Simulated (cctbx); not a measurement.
## Interatomic vectors of CdCo6As2

Space group P4/mmm (no. 123), a = 3.7590 Å, b = 3.7590 Å, c = 7.8420 Å, α = 90.00°, β = 90.00°, γ = 90.00°, content Cd1 As2 Co6.

Simulated single-crystal data (cctbx): Mo Kα, λ = 0.71073 Å, to d = 0.84 Å, 70 % of the full sphere, strongest reflection 5000 counts, noise from counting, a 1.5 % proportional error and a noise floor of 15 counts (s.d.); no absorption.

Patterson synthesis from sharpened amplitudes, origin scaled to 1000:

```text
Patterson group P 4/m m m
      u       v       w   height  length (A)
  0.000   0.000   0.000   1000.0     0.00
  0.000   0.500   0.151    407.5     2.22
  0.500   0.500   0.000    357.2     2.66
  0.500   0.500   0.204    352.8     3.10
  0.500   0.500   0.290    287.6     3.50
  0.000   0.000   0.500    253.0     3.92
  0.000   0.500   0.337    251.7     3.24
  0.000   0.000   0.309    245.0     2.42
  0.500   0.500   0.500    210.8     4.74
  0.000   0.500   0.500    148.6     4.35
  0.000   0.266   0.070     96.4     1.14
  0.245   0.500   0.243     85.9     2.83
  0.242   0.500   0.093     50.3     2.21
  0.000   0.258   0.227     47.8     2.03
```

Q: Assign the vectors.

A peak at u stands for all pairs with xi − xj = u, with weight Σ ZiZj against Σ Z² = 8856 at the origin. Peak heights follow these weights only roughly, since form factors, motion and series ripples differ, all vectors within 0.55 Å of a peak are counted as merged into it though the farther ones add only part of their weight, and F(000) is left out, which lowers the whole map:

| u | v | w | shortest length (Å) | height | 1000 ΣZiZj/ΣZ² | pairs in the cell |
| --- | --- | --- | --- | --- | --- | --- |
| 0.000 | 0.500 | 0.151 | 2.22 | 408 | 530 | 4 × Co–Co, 2 × As–Co |
| 0.500 | 0.500 | 0.000 | 2.66 | 357 | 494 | 6 × Co–Co |
| 0.500 | 0.500 | 0.204 | 3.10 | 353 | 358 | 2 × Cd–As |
| 0.500 | 0.500 | 0.290 | 3.50 | 288 | 366 | 2 × As–Co, 2 × Co–Co |
| 0.000 | 0.000 | 0.500 | 3.92 | 253 | 293 | 2 × Cd–Co |
| 0.000 | 0.500 | 0.337 | 3.24 | 252 | 293 | 2 × Cd–Co |
| 0.000 | 0.000 | 0.309 | 2.42 | 245 | 366 | 2 × As–Co, 2 × Co–Co |
| 0.500 | 0.500 | 0.500 | 4.74 | 211 | 293 | 2 × Cd–Co |
| 0.000 | 0.500 | 0.500 | 4.35 | 149 | 402 | 4 × As–Co |
| 0.000 | 0.266 | 0.070 | 1.14 | 96 | 0 | none within 0.55 Å |

The table stops at ten peaks or at a height of 45, below which ripples compete. In the model behind the data Cd, the heaviest element, has 1 independent site: (0, 0, 0), up to an allowed shift of origin. No listed peak is a Cd–Cd vector, so the position follows from the cell content and the cross vectors. The whole model:

| atom | mult. | x | y | z | Ueq (Å²) |
| --- | --- | --- | --- | --- | --- |
| Cd1 | 1 | 0 | 0 | 0 | 0.0163 |
| As1 | 2 | 1/2 | 1/2 | 0.7962 | 0.0190 |
| Co1 | 1 | 0 | 0 | 1/2 | 0.0178 |
| Co2 | 1 | 1/2 | 1/2 | 1/2 | 0.0169 |
| Co3 | 4 | 1/2 | 0 | 0.6561 | 0.0170 |

The model was made for the exercise: a known structure type with other elements put in, its volume estimated, not relaxed; displacement parameters are assumed.

[Logs are printed without paths, hosts, clocks, repeated set-up lines and the standing remarks that a program may print on its own settings, such as how far it seeks lower states.]
